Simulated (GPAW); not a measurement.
# How the functional moves the magnetism of free-standing square Ir monolayer, spacing 2.904 A, part 2 of 2

Two starts of free-standing square Ir monolayer, spacing 2.904 A are run at each set of the functional. What moves?

GPAW 26.7.0; several functionals; plane waves with GPAW's PAW setups, scalar-relativistic.

So far, largest spin moment in the augmentation sphere (μB): step 2 (rung 1 (LDA), start ferro +) 1.44; step 4 (PBE) 1.60; step 6 (revPBE) 1.61.

### Step 8. Set 4 (RPBE), start ferro +

Level of this step: RPBE; plane waves with GPAW's PAW setups, scalar-relativistic (GPAW).

Input file order1.py:

```python
import json
import numpy as np
from ase import Atoms
from ase.parallel import paropen, parprint
from gpaw import GPAW

atoms = Atoms(['Ir'],
    cell=[[2.904, 0.0, 0.0],
         [0.0, 2.904, 0.0],
         [0.0, 0.0, 14.0]],
    scaled_positions=[[0.0, 0.0, 0.5]],
    pbc=True,
    magmoms=[1.0])
atoms.calc = GPAW(mode={'name': 'pw', 'ecut': 600},
    xc='RPBE',
    kpts={'size': (10, 10, 1), 'gamma': True},
    occupations={'name': 'methfessel-paxton', 'width': 0.1},
    convergence={'density': 1e-05, 'energy': 1e-05},
    maxiter=200,
    symmetry={'tolerance': 1e-4},
    txt='order1.txt')
e = atoms.get_potential_energy(force_consistent=True)
res = {'free_energy': e, 'energy_sigma0': atoms.get_potential_energy(), 'fermi_energy': atoms.calc.get_fermi_level()}
res['moments'] = atoms.get_magnetic_moments().tolist()
res['total'] = atoms.get_magnetic_moment()
parprint('site moments (muB):', np.round(res['moments'], 3))
parprint(f"total moment: {res['total']:.3f} muB")
parprint(f'free energy: {e:.6f} eV')
atoms.calc.write('order1.gpw')
with paropen('results.json', 'w') as f:
    json.dump(res, f)
```

Launch:

```
$ OMP_NUM_THREADS=1 python3 order1.py > order1.log
```

What it wrote:

```text
site moments (muB): [1.614]
total moment: 1.783 muB
free energy: -5.522527 eV

--- order1.txt ---
Input parameters:
  mode=PW(ecut=600),
  convergence={'density': 1e-05, 'energy': 1e-05},
  kpts=MonkhorstPack(size=(10, 10, 1), gamma=True),
  maxiter=200,
  occupations=Occupations(name='methfessel-paxton', width=0.1),
  symmetry=Symmetry(tolerance=0.0001),
  xc=XC(name='RPBE')

Diagonalizing LCAO Hamiltonian
[...]
|          3 |        -8.184 |     1.000 |        -7.796 |     1.000 |
|          4 |        -6.654 |     1.000 |        -6.108 |     1.000 |
[...]
|          8 |        -3.105 |     0.520 |        -1.664 |     0.000 |
|          9 |        -1.224 |     0.000 |        -0.879 |     0.000 |
|         10 |         1.974 |     0.000 |         2.002 |     0.000 |
|         11 |         3.050 |     0.000 |         3.048 |     0.000 |

No gap
No difference between direct/indirect transitions


[key lines of the parts left out:]
Free energy:      -5.522527
Converged in 15 steps
dipole moment: (-10.402933, -10.402933, 0.000004)  # |e|*Ang
Fermi level: -3.102
```

Elapsed: 16 s, on 1 MPI rank of AMD EPYC 9R45, shared host; peak memory 0.24 GiB.

This step gave:

- magnetization: 1.782 μB
- final state: ferromagnetic
- largest moment: 1.614 μB

The largest moment is that of set 3, at 0.99 times its CPU time.

### Step 9. Set 4 (RPBE), start antiferro q=(1/2,1/2,0) +-

Input file order2.py:

```python
import json
import numpy as np
from ase import Atoms
from ase.parallel import paropen, parprint
from gpaw import GPAW

atoms = Atoms(['Ir', 'Ir'],
    cell=[[5.808, 0.0, 0.0],
         [2.904, 2.904, 0.0],
         [0.0, 0.0, 14.0]],
    scaled_positions=[[0.0, 0.0, 0.5],
         [0.5, 0.0, 0.5]],
    pbc=True,
    magmoms=[1.0, -1.0])
atoms.calc = GPAW(mode={'name': 'pw', 'ecut': 600},
    xc='RPBE',
    kpts={'size': (5, 10, 1), 'gamma': True},
    occupations={'name': 'methfessel-paxton', 'width': 0.1},
    convergence={'density': 1e-05, 'energy': 1e-05},
    maxiter=200,
    symmetry={'tolerance': 1e-4},
    txt='order2.txt')
e = atoms.get_potential_energy(force_consistent=True)
res = {'free_energy': e, 'energy_sigma0': atoms.get_potential_energy(), 'fermi_energy': atoms.calc.get_fermi_level()}
res['moments'] = atoms.get_magnetic_moments().tolist()
res['total'] = atoms.get_magnetic_moment()
parprint('site moments (muB):', np.round(res['moments'], 3))
parprint(f"total moment: {res['total']:.3f} muB")
parprint(f'free energy: {e:.6f} eV')
atoms.calc.write('order2.gpw')
with paropen('results.json', 'w') as f:
    json.dump(res, f)
```

Launch:

```
$ OMP_NUM_THREADS=1 python3 order2.py > order2.log
```

What it wrote:

```text
UserWarning: Initial realspace grid (35,24,80) inconsistent with symmetries.
UserWarning: Using symmetrized grid: (35,35,80).

site moments (muB): [-0. -0.]
total moment: -0.000 muB
free energy: -10.756057 eV

--- order2.txt ---
Input parameters:
  mode=PW(ecut=600),
  convergence={'density': 1e-05, 'energy': 1e-05},
  kpts=MonkhorstPack(size=(5, 10, 1), gamma=True),
  maxiter=200,
[...]
|          7 |        -6.704 |     1.000 |        -6.704 |     1.000 |
[...]
|         17 |        -1.124 |     0.000 |        -1.124 |     0.000 |
|         18 |         2.035 |     0.000 |         2.035 |     0.000 |
|         19 |         2.506 |     0.000 |         2.506 |     0.000 |
|        ... |               |           |               |           |
|         21 |         3.083 |     0.000 |         3.083 |     0.000 |

No gap
No difference between direct/indirect transitions


[key lines of the parts left out:]
Free energy:     -10.756057
Converged in 20 steps
dipole moment: (-41.673083, -20.836542, 0.000008)  # |e|*Ang
Fermi level: -3.584
```

Wall time 95 s (1 MPI rank); peak memory 0.5 GiB.

Numbers from this step:

| Property | Result |
| --- | --- |
| final state | non-magnetic |

This start lies +144.5 meV a seeded atom from the first, a change of +6.2 meV since set 3; its moments have collapsed.

### Step 10. The sets together

List, by row:

```
set  functional  state from the first start  state from the second start  second less first (meV a seeded atom)  moment, first (μB)  moment, second (μB)  CPU time (s)
   1         LDA               ferromagnetic                 non-magnetic                                  46.31               1.437              2.25e-4         80.91
   2         PBE               ferromagnetic                 non-magnetic                                  123.1               1.595                    0         106.7
   3      revPBE               ferromagnetic                 non-magnetic                                  138.3                1.61              7.47e-5         114.8
   4        RPBE               ferromagnetic                 non-magnetic                                  144.5               1.614                    0         111.1
```

### Step 11. Summary of results

```
range of the moment in the table, first start : 1.44 to 1.61 μB
range of CPU time                             : 81 s to 1.9 min
range of the energy difference                : 46.3 to 144 meV a seeded atom
```

**Reading.** For the first start the functionals give moments from 1.44 to 1.61 μB and energy differences from 46.3 to 144 meV a seeded atom; all use the same cell, so differences in their own lattice constants don't enter. The first start ends lower on every set of the table. The second start loses its moments on every set, so the difference is that between moments and none. The smearing is not Fermi–Dirac, so its width is no temperature.

[Long decimals in the printed logs are rounded to 6 places.]

[Logs and program files are shortened in this print: banners, set-up blocks, solver, clock and traceback lines can be left out without a mark of their own.]

[Logs are printed without paths, hosts, clocks, repeated set-up lines and the standing remarks that a program may print on its own settings, such as how far it seeks lower states.]

[Hosts, paths, dates, database ids (printed as entryN), source tags and the programs' standing remarks are cut or masked in the printed files.]

[Where the starting crystal was built by hand or by swapping elements, it need not be the compound's stable phase.]

[Where a cell is said to come from a database of computed structures, the database is the Materials Project.]

[Runs that the program refused, that were killed for memory or that had too few empty states are not shown or counted.]

[Lattice constants of own cells that a recipe calls measured were typed without a cited source.]
